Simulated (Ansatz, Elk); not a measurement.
# BeIrI6: X-ray structure factors from the self-consistent density

The structure of BeIrI6 used here is made up (a known structure type with other elements) and was relaxed beforehand with PBE. The aim is the Fourier transform of its all-electron density, F(hkl), set beside the sum over free spherical atoms that refinements use.

Main program and level: Elk 11.2.3 (patched build); DFT, PBE, all-electron APW+lo, Dirac cores, scalar-relativistic bands, static density, no spin.

The structure was built from a prototype and need not be the compound's stable phase.

### Step 1. The starting structure

The structure is trigonal, space group R-3 (No. 148). Conventional cell: a = 6.878 Å, b = 6.878 Å, c = 18.052 Å, α = 90.00°, β = 90.00°, γ = 120.00°. Nearest to Ir lie 6 I at 2.71 Å. Nearest to I lie 1 Be at 2.71 Å and 1 Ir at 2.71 Å. Nearest to Be lie 6 I at 2.71 Å. Farther neighbours and most contacts between anions are not listed.

### Step 2. Ground state and structure factors

An all-electron density is needed, since X-rays see the cores too. Task 0 finds the density and task 195 Fourier-transforms it; tshift is off so that phases refer to the origin typed.

Input file elk.in:

```
tasks
  0
  195

xctype
  20

spinpol
  .false.

rgkmax
  7.0

gmaxvr
  14.0

lmaxo
  7

lmaxapw
  8

swidth
  0.002

tshift
  .false.

ramdisk
  .false.

hmaxvr
  5.5

maxscl
  120

epspot
  1e-06

sppath
  './'

avec
  6.49855281682 3.75194121786 11.37113361615
  -6.49855281682 3.75194121786 11.37113361615
  -0.00000000000 -7.50388243655 11.37113361587

atoms
  3
  'Ir.in'
  1
  0.0000000000 -0.0000000000 0.0000000000   0.000000 0.000000 0.000000
  'I.in'
  6
  0.7531685850 0.4054118617 0.0946554647   0.000000 0.000000 0.000000
  0.5945881383 0.9053445353 0.2468314150   0.000000 0.000000 0.000000
  0.9053445353 0.2468314150 0.5945881383   0.000000 0.000000 0.000000
  0.2468314150 0.5945881383 0.9053445353   0.000000 0.000000 0.000000
  0.0946554647 0.7531685850 0.4054118617   0.000000 0.000000 0.000000
  0.4054118617 0.0946554647 0.7531685850   0.000000 0.000000 0.000000
  'Be.in'
  1
  0.5000000000 0.5000000000 0.5000000000   0.000000 0.000000 0.000000

ngridk
  4 4 4
```

Launch:

```bash
> OMP_NUM_THREADS=4 elk
```

Numbers of over 12 decimals in the logs are rounded to 6 here.

The program printed:

```text
┌─────────────────────────┐
│ Elk code version 11.2.3 │
└─────────────────────────┘

All units are atomic (Hartree, Bohr, etc.)

┌─────────────────────────────────────────────────┐
│ Ground-state run starting from atomic densities │
└─────────────────────────────────────────────────┘

Lattice vectors :
   6.498552817       3.751941218       11.37113362
  -6.498552817       3.751941218       11.37113362
  -0.000000000      -7.503882437       11.37113362

Reciprocal lattice vectors :
  0.4834295792      0.2791081977      0.1841852513
 -0.4834295792      0.2791081977      0.1841852513
  0.5483825254E-17 -0.5582163954      0.1841852513

Unit cell volume      :    1663.518717
Brillouin zone volume :   0.1491117658

Muffin-tin inner radius fraction :   0.1000000000E-01

Nuclei treated as point charges

Species : 1 (Ir)
 parameters loaded from : Ir.in
 name : iridium
 nuclear charge    :   -77.00000000
 electronic charge :    77.00000000
 atomic mass :    350390.1562
 muffin-tin radius :    2.631769466
 number of radial points in muffin-tin :   1393
 inner part over the whole radius :   0.9906597292E-02
 number on inner part of muffin-tin    :    998
 approximate nuclear radius :   0.1024342351E-03
 number of mesh points to nuclear radius :    524
 atomic positions (lattice), magnetic fields (Cartesian) :
  1 :   0.00000000  0.00000000  0.00000000    0.00000000  0.00000000  0.00000000

Species : 2 (I)
 parameters loaded from : I.in
 name : iodine
 nuclear charge    :   -53.00000000
 electronic charge :    53.00000000
 atomic mass :    231332.6972
 muffin-tin radius :    2.443785933
 number of radial points in muffin-tin :   1193
 inner part over the whole radius :   0.9874939794E-02
 number on inner part of muffin-tin    :    849
 approximate nuclear radius :   0.9002358621E-04
 number of mesh points to nuclear radius :    432
 atomic positions (lattice), magnetic fields (Cartesian) :
  1 :  -0.24683142  0.40541186  0.09465546    0.00000000  0.00000000  0.00000000
  2 :  -0.40541186 -0.09465546  0.24683141    0.00000000  0.00000000  0.00000000
  3 :  -0.09465546  0.24683141 -0.40541186    0.00000000  0.00000000  0.00000000
  4 :   0.24683141 -0.40541186 -0.09465546    0.00000000  0.00000000  0.00000000
  5 :   0.09465546 -0.24683142  0.40541186    0.00000000  0.00000000  0.00000000
  6 :   0.40541186  0.09465546 -0.24683142    0.00000000  0.00000000  0.00000000

Species : 3 (Be)
 parameters loaded from : Be.in
 name : beryllium
 nuclear charge    :   -4.000000000
 electronic charge :    4.000000000
 atomic mass :    16428.20280
 muffin-tin radius :    1.800000000
 number of radial points in muffin-tin :    593
 inner part over the whole radius :   0.9826427374E-02
 number on inner part of muffin-tin    :    403
 approximate nuclear radius :   0.4290726161E-04
 number of mesh points to nuclear radius :    156
 atomic positions (lattice), magnetic fields (Cartesian) :
  1 :   0.50000000  0.50000000  0.50000000    0.00000000  0.00000000  0.00000000

Total number of atoms per unit cell :    8
Total muffin-tin volume :    467.5830977
 ratio of muffin-tin to unit cell volume :   0.2810807554

Spin treatment :
 spin-unpolarised

Number of Bravais lattice symmetries :   12
Number of crystal symmetries         :    6
Crystal has inversion symmetry
Real symmetric eigensolver will be used

k-point grid :      4     4     4
k-point offset :    0.000000000       0.000000000       0.000000000
k-point set is reduced with full crystal symmetry group
Total number of k-points :       14

Muffin-tin radius times maximum |G+k| :    7.000000000
 using average radius
Maximum |G+k| for APW functions       :    2.932783985
Maximum (1/2)|G+k|²                   :    4.300610952
Maximum |G| for potential and density :    14.00000000
Constant for pseudocharge density :    9
 order of it for each species :   16  16  16
 order of it for pair densities of each species (exact exchange by exxq0 0: 17) :   12  10   4
Radial integration step length :    1

[...]
total energy                :     -60594.691950248

Density of states at Fermi energy :    200.1525862
 (states/Hartree/unit cell)

Estimated indirect band gap :   0.2183370968E-02
 from k-point 6 to k-point 3
Estimated direct band gap   :   0.1142360005E-01
 at k-point 5

Charges :
 core                        :    266.0000000
 valence                     :    133.0000000
 interstitial                :    18.51010862
 muffin-tins (core leakage)
  species : 1 (Ir)
[...]
species : 2 (I)
[...]
species : 3 (Be)
[...]
total in muffin-tins        :    380.4898914
 total calculated charge     :    398.9947056
 total charge                :    399.0000000
 error                       :   0.5294357124E-02

RMS change in Kohn-Sham potential (target) :    2.589528896     (  0.1000000000E-05)
Absolute change in total energy (target)   :    4.752585184     (  0.1000000000E-03)

[... loops 3 to 16 left out ...]

┌──────────────────┐
│ Loop number : 17 │
└──────────────────┘

Energies :
 Fermi                       :     0.169463
 sum of occupied eigenvalues :     -37004.063094711
 electron kinetic            :      65641.837187209
 core electron kinetic       :      63735.720405198
 Coulomb                     :     -124787.09354359
 Coulomb potential           :     -100762.33195292
 nuclear-nuclear             :     -4894.0995927395
 electron-nuclear            :     -139099.67573676
 Hartree                     :      19206.681785911
 Madelung                    :     -74405.927567125
 xc potential                :     -1883.5683289988
 exchange                    :     -1419.9407375750
 correlation                 :     -22.084163578061
 electron entropic           :    -0.26133025251128E-02
 total energy                :     -60587.283870832

Density of states at Fermi energy :    213.7188510
 (states/Hartree/unit cell)

Estimated indirect band gap :   0.1075651981E-02
 from k-point 7 to k-point 11
Estimated direct band gap   :   0.3595681988E-02
 at k-point 11

Charges :
 core                        :    266.0000000
 valence                     :    133.0000000
 interstitial                :    18.19939195
 muffin-tins (core leakage)
  species : 1 (Ir)
[...]
species : 2 (I)
[...]
species : 3 (Be)
[...]
total in muffin-tins        :    380.8006081
 total calculated charge     :    398.9948009
 total charge                :    399.0000000
 error                       :   0.5199116134E-02

RMS change in Kohn-Sham potential (target) :   0.3025395385E-06 (  0.1000000000E-05)
Absolute change in total energy (target)   :   0.2438624506E-05 (  0.1000000000E-03)

Convergence targets achieved

┌──────────────────┐
│ Loop number : 18 │
└──────────────────┘

Energies :
 Fermi                       :     0.169463
 sum of occupied eigenvalues :     -37004.063082094
 electron kinetic            :      65641.837186454
 core electron kinetic       :      63735.720410241
 Coulomb                     :     -124787.09353232
 Coulomb potential           :     -100762.33198853
 nuclear-nuclear             :     -4894.0995927395
 electron-nuclear            :     -139099.67567601
 Hartree                     :      19206.681736431
 Madelung                    :     -74405.927538055
 xc potential                :     -1883.5682800164
 exchange                    :     -1419.9407367453
 correlation                 :     -22.084163585227
 electron entropic           :    -0.26133025595768E-02
 total energy                :     -60587.283859500

Density of states at Fermi energy :    213.7188651
 (states/Hartree/unit cell)

Estimated indirect band gap :   0.1075653621E-02
 from k-point 7 to k-point 11
Estimated direct band gap   :   0.3595683245E-02
 at k-point 11

Charges :
 core                        :    266.0000000
 valence                     :    133.0000000
 interstitial                :    18.19939225
 muffin-tins (core leakage)
  species : 1 (Ir)
[...]
species : 2 (I)
[...]
atom 5                    :    50.41259904     (  0.5032390160E-03)
   atom 6                    :    50.41259904     (  0.5032390160E-03)
  species : 3 (Be)
   atom 1                    :    2.537959364     (  0.1061257111E-02)
 total in muffin-tins        :    380.8006078
 total calculated charge     :    398.9948009
 total charge                :    399.0000000
 error                       :   0.5199116059E-02

┌──────────────────────────────┐
│ Self-consistent loop stopped │
└──────────────────────────────┘

Warning : core states of species 1 leak from the muffin-tin :   0.5821399515E-03

Warning : core states of species 2 leak from the muffin-tin :   0.5032390160E-03

Warning : core states of species 3 leak from the muffin-tin :   0.1061257111E-02

Wrote STATE.OUT
```

Run time: 97 s. Hardware: 4 threads of Arm Neoverse V2, shared host; peak memory 0.47 GiB; 4 min of CPU time.

SFACRHO.OUT:

```text

h k l indices transformed by vhmat matrix:
   1.000000000       0.000000000       0.000000000    
   0.000000000       1.000000000       0.000000000    
   0.000000000       0.000000000       1.000000000    

      h      k      l  multipl.   |H|            Re(F)            Im(F)           |F|

      0      0      0      1   0.0000000       399.00000     -0.83403357E-15   399.00000    
      1      1      1      2  0.55255575       64.697920     -0.10795471E-13   64.697920    
      0      0     -1      6  0.58781779       72.492273     -0.60394487E-14   72.492273    
      0      1      1      6  0.66880668       87.748297     -0.63929549E-13   87.748297    
     -1     -2     -1      6  0.92433373       61.313265     -0.12827965E-13   61.313265    
      1      0     -1      6  0.96685916      -65.383332      0.56417957E-14   65.383332    
      2      2      1      6   1.0768987       63.669362      0.32498977E-13   63.669362    
      2      2      2      2   1.1051115      -197.29960      0.36759206E-13   197.29960    
      0     -1     -2      6   1.1136133      -162.00147     -0.23809307E-13   162.00147    
      1      0      2      6   1.1136133       298.37389     -0.19514931E-13   298.37389    
     -1      1      1      6   1.1315239       62.172643     -0.40238873E-13   62.172643    
      0     -2      0      6   1.1756356       47.030446     -0.51438489E-13   47.030446    
      0     -2     -2      6   1.3376134       88.947074     -0.97188658E-13   88.947074    
      2      3      2      6   1.4049526       61.122080     -0.36654832E-13   61.122080    
     -3     -1     -1      6   1.4472482       65.598843      0.68372967E-13   65.598843    
      2      3      1      6   1.4683624       196.44756     -0.30316984E-13   196.44756    
      2      1      3      6   1.4683624       179.07388     -0.30226251E-13   179.07388    
     -2      1      0      6   1.4883424       34.799221      0.74713028E-13   34.799221
```

Elk indexes on the primitive cell of elk.in and gives |H| = 4π sin θ/λ in inverse bohr. Below, one row stands for each form hkl of the conventional cell (m members, Friedel mates merged), F is for one primitive cell and the density is static (no thermal factor). Free-atom factors are Waasmaier and Kirfel's, and R is Σm||F|−|F'||/Σm|F|.

| hkl | m | sin θ/λ (Å⁻¹) | abs F, DFT | neutral atoms | diff. | ions | diff. |
| --- | --- | --- | --- | --- | --- | --- | --- |
| 003 | 2 | 0.083 | 64.698 | 64.593 | +0.105 | 63.215 | +1.483 |
| 101 | 6 | 0.088 | 72.492 | 72.405 | +0.087 | 71.163 | +1.329 |
| 012 | 6 | 0.101 | 87.748 | 87.674 | +0.074 | 84.460 | +3.289 |
| 104 | 6 | 0.139 | 61.313 | 61.314 | -0.001 | 59.396 | +1.918 |
| 110 | 6 | 0.145 | 65.383 | 65.415 | -0.031 | 67.156 | -1.772 |
| 015 | 6 | 0.162 | 63.669 | 63.620 | +0.050 | 63.226 | +0.443 |
| 006 | 2 | 0.166 | 197.300 | 197.145 | +0.155 | 198.042 | -0.742 |
| 113 | 6 | 0.168 | 162.001 | 161.827 | +0.174 | 161.939 | +0.062 |
| 2 -1 3 | 6 | 0.168 | 298.374 | 298.105 | +0.269 | 297.517 | +0.857 |
| 021 | 6 | 0.170 | 62.173 | 62.209 | -0.036 | 61.887 | +0.286 |
| 202 | 6 | 0.177 | 47.030 | 46.932 | +0.099 | 46.040 | +0.991 |
| 024 | 6 | 0.201 | 88.947 | 88.754 | +0.193 | 88.233 | +0.714 |
| 107 | 6 | 0.211 | 61.122 | 61.094 | +0.028 | 61.030 | +0.092 |
| 205 | 6 | 0.218 | 65.599 | 65.548 | +0.051 | 65.504 | +0.095 |

The ions are Be2+, Ir4+ and I−, by formal charge.

### Step 3. The highest occupied states alone

An energy window below the Fermi level keeps the highest occupied states, to see at which angles they scatter; shallow core shells can lie inside it and anion s states outside. No new self-consistency is needed.

Edit elk.in of step 2 so:

```diff
@@ -1,3 +1,2 @@
 tasks
-  0
   195
@@ -40,2 +39,5 @@
 
+wsfac
+  -0.381780 0.469460
+
 sppath
```

Launch:

```bash
> OMP_NUM_THREADS=4 elk
```

The program printed:

```text
┌─────────────────────────────────┐
│ Elk code version 11.2.3 started │
└─────────────────────────────────┘

Info(readinput): the functional depends on the density's gradient
 muffin-tin radial points multiplied by    2.00000
 (not where nrmtscf is given)

┌────────────────────┐
│ Current task : 195 │
└────────────────────┘
Info(checkmt): changed muffin-tin radius of species 1 (Ir) from   2.8000 to   2.6318
Info(checkmt): changed muffin-tin radius of species 2 (I) from   2.6000 to   2.4438

Info(sfacrho): density structure factors written to SFACRHO.OUT

 Energy window :  -0.3817800000      0.4694600000

┌──────────────────┐
│ Elk code stopped │
└──────────────────┘
```

Wall time 37 s (4 threads); peak memory 0.3 GiB.

States within 15 eV below the Fermi level hold 53.00 electrons; any levels below the window count with the cores. Their amplitudes can exceed the total, where window and core parts have opposite phase:

| hkl | sin θ/λ (Å⁻¹) | abs F, window | abs F, all |
| --- | --- | --- | --- |
| 003 | 0.083 | 5.223 | 64.698 |
| 101 | 0.088 | 5.874 | 72.492 |
| 012 | 0.101 | 8.560 | 87.748 |
| 104 | 0.139 | 4.762 | 61.313 |
| 110 | 0.145 | 2.564 | 65.383 |
| 015 | 0.162 | 3.458 | 63.669 |
| 006 | 0.166 | 7.193 | 197.300 |
| 113 | 0.168 | 6.184 | 162.001 |
| 2 -1 3 | 0.168 | 13.215 | 298.374 |
| 021 | 0.170 | 3.130 | 62.173 |

### Step 4. Another functional

The difference from free atoms is small, so it is set against the change that LDA (Perdew-Wang) makes.

Edit elk.in of step 3 so:

```diff
@@ -1,2 +1,3 @@
 tasks
+  0
   195
@@ -4,3 +5,3 @@
 xctype
-  20
+  3
 
@@ -39,5 +40,2 @@
 
-wsfac
-  -0.381780 0.469460
-
 sppath
```

Launch:

```bash
> OMP_NUM_THREADS=4 elk
```

The program printed:

```text
┌─────────────────────────┐
│ Elk code version 11.2.3 │
└─────────────────────────┘

All units are atomic (Hartree, Bohr, etc.)

┌─────────────────────────────────────────────────┐
│ Ground-state run starting from atomic densities │
└─────────────────────────────────────────────────┘

Lattice vectors :
   6.498552817       3.751941218       11.37113362
  -6.498552817       3.751941218       11.37113362
  -0.000000000      -7.503882437       11.37113362

Reciprocal lattice vectors :
  0.4834295792      0.2791081977      0.1841852513
[...]
species : 3 (Be)
   atom 1                    :    2.540362508     (  0.1153195267E-02)
 total in muffin-tins        :    380.8138559
 total calculated charge     :    398.9946680
 total charge                :    399.0000000
 error                       :   0.5332008536E-02

┌──────────────────────────────┐
│ Self-consistent loop stopped │
└──────────────────────────────┘

Warning : core states of species 1 leak from the muffin-tin :   0.5754943098E-03

Warning : core states of species 2 leak from the muffin-tin :   0.5067384884E-03

Warning : core states of species 3 leak from the muffin-tin :   0.1153195267E-02

Wrote STATE.OUT
[key lines of the parts left out:]
total energy                :     -60542.452467718
```

The job ended after 60 s (4 threads; peak memory 0.39 GiB).

Against the first run R = 0.02 %; the largest change is -0.088 at 330.

### Step 5. Basis size

A smaller basis shows how fast F responds to it; the change is likely larger than the basis error of the first run, but doesn't show convergence.

Edit elk.in of step 4 so:

```diff
@@ -5,3 +5,3 @@
 xctype
-  3
+  20
 
@@ -11,3 +11,3 @@
 rgkmax
-  7.0
+  5.5
```

Launch:

```bash
> OMP_NUM_THREADS=4 elk
```

The program printed:

```text
┌─────────────────────────┐
│ Elk code version 11.2.3 │
└─────────────────────────┘

All units are atomic (Hartree, Bohr, etc.)

┌─────────────────────────────────────────────────┐
│ Ground-state run starting from atomic densities │
└─────────────────────────────────────────────────┘

Lattice vectors :
   6.498552817       3.751941218       11.37113362
  -6.498552817       3.751941218       11.37113362
  -0.000000000      -7.503882437       11.37113362

Reciprocal lattice vectors :
  0.4834295792      0.2791081977      0.1841852513
[...]
species : 3 (Be)
   atom 1                    :    2.523596252     (  0.1057142832E-02)
 total in muffin-tins        :    380.5352279
 total calculated charge     :    398.9951397
 total charge                :    399.0000000
 error                       :   0.4860347240E-02

┌──────────────────────────────┐
│ Self-consistent loop stopped │
└──────────────────────────────┘

Warning : core states of species 1 leak from the muffin-tin :   0.5793651586E-03

Warning : core states of species 2 leak from the muffin-tin :   0.5049350891E-03

Warning : core states of species 3 leak from the muffin-tin :   0.1057142832E-02

Wrote STATE.OUT
[key lines of the parts left out:]
total energy                :     -60587.057613404
```

Elapsed: 76 s, on 4 threads; peak memory 0.44 GiB.

Against the first run R = 0.03 %; the largest change is +0.137 at 0 0 12.

### Step 6. Settings against the effect

| run | R against the first run (%) | R against neutral atoms, low angle (%) | wall time |
| --- | --- | --- | --- |
| PBE, rgkmax 7 | 0.00 | 0.16 | 97 s |
| LDA (Perdew-Wang) | 0.02 | 0.16 | 60 s |
| rgkmax 5.5 | 0.03 | 0.16 | 76 s |

### Step 7. Results

- R against neutral atoms, sin θ/λ < 0.3 Å⁻¹: 0.16 %
- R against neutral atoms, 0.3 to 0.47 Å⁻¹: 0.11 %
- R against ions, below 0.3 Å⁻¹: 0.54 %

Independent neutral atoms miss the calculated amplitudes by R = 0.16 % below 0.3 Å⁻¹ and 0.11 % from there to 0.47 Å⁻¹; by shells, 0.07 % below 0.15 Å⁻¹ (5 forms), 0.17 % 0.15 to 0.3 (32 forms), 0.10 % 0.3 to 0.45 (93 forms), 0.16 % above 0.45 (19 forms). Bonding, aspherical density and the tables' own atoms all enter these figures, and the runs don't part them. The largest change of an amplitude is -0.50 electrons, at 3 -1 4. Formal ions give R = 0.54 % at low angle, further off than neutral atoms. The window's part falls from 53.0 electrons at the origin to at most 0.40 between 0.45 and 0.47 Å⁻¹. Below 0.3 Å⁻¹ the changes that finished (LDA (Perdew-Wang) and rgkmax 5.5) move F by R = 0.02 % at most, against the 0.16 % that separates it from free atoms. The k-mesh has no finished test. These runs have no spin, though d or f shells may be open. The electron count is odd, so without spin the run is a metal by force. Spin-orbit coupling is left out, which can matter for elements this heavy. Part of the difference isn't bonding: the tables are fits to free atoms and ions calculated by other methods than this functional. Thermal motion, anomalous dispersion and extinction are left out.

[Logs are printed without paths, hosts, clocks, repeated set-up lines and the standing remarks that a program may print on its own settings, such as how far it seeks lower states.]

[Hosts, paths, dates, database ids (printed as entryN), source tags and the programs' standing remarks are cut or masked in the printed files.]
